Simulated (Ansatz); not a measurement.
Rows from a G0W0 calculation on H2CClF (P2_1) (Ansatz 0.2.0; G0W0 on PBE, plane waves, PAW; 4×4×2 mesh, 285 empty bands, screening to 96 eV, hard PAW files), in eV. Spin-orbit coupling is left out.

```tsv
row	k	band	start	Σx	Σc at the solution	Vxc
A	(-0.500, -0.500, 0.000)	c1	5.921	-9.360	-3.803	-15.302
B	(-0.500, -0.500, 0.000)	v1	-0.624	-22.007	2.745	-17.233
C	(0.250, 0.000, -0.500)	v2	-0.979	-21.244	2.681	-16.501
D	(0.250, 0.000, -0.500)	c1	5.531	-8.157	-3.494	-13.449
E	(0.250, 0.000, -0.500)	c2	5.931	-8.654	-3.802	-14.556
F	(0.250, 0.000, -0.500)	v1	-0.891	-21.183	2.635	-16.503
```

**Question.** Give the quasiparticle energies and the shift of each level.

The quasiparticle equation reads E = start + Σx + Σc(E) − Vxc.

```tsv
row	E (eV)	shift (eV)
A	8.060	+2.139
B	-2.652	−2.028
C	-3.040	−2.061
D	7.328	+1.797
E	8.031	+2.099
F	-2.937	−2.046
```

Limits: not at the basis limit; coarse k mesh.

[Paths, hosts, dates, memory and timing lines, banners, echoed tables and standing remarks are left out of the program output.]

[Logs are printed without paths, hosts, clocks, repeated set-up lines and the standing remarks that a program may print on its own settings, such as how far it seeks lower states.]

[Runs of the session that timed out or met a known fault of the program may be left out.]

[Cells called generated may have been cut or substituted from an entry of the Crystallography Open Database or the Materials Project.]

[Hosts, paths, dates, database ids (printed as entryN), source tags and the programs' standing remarks are cut or masked in the printed files.]
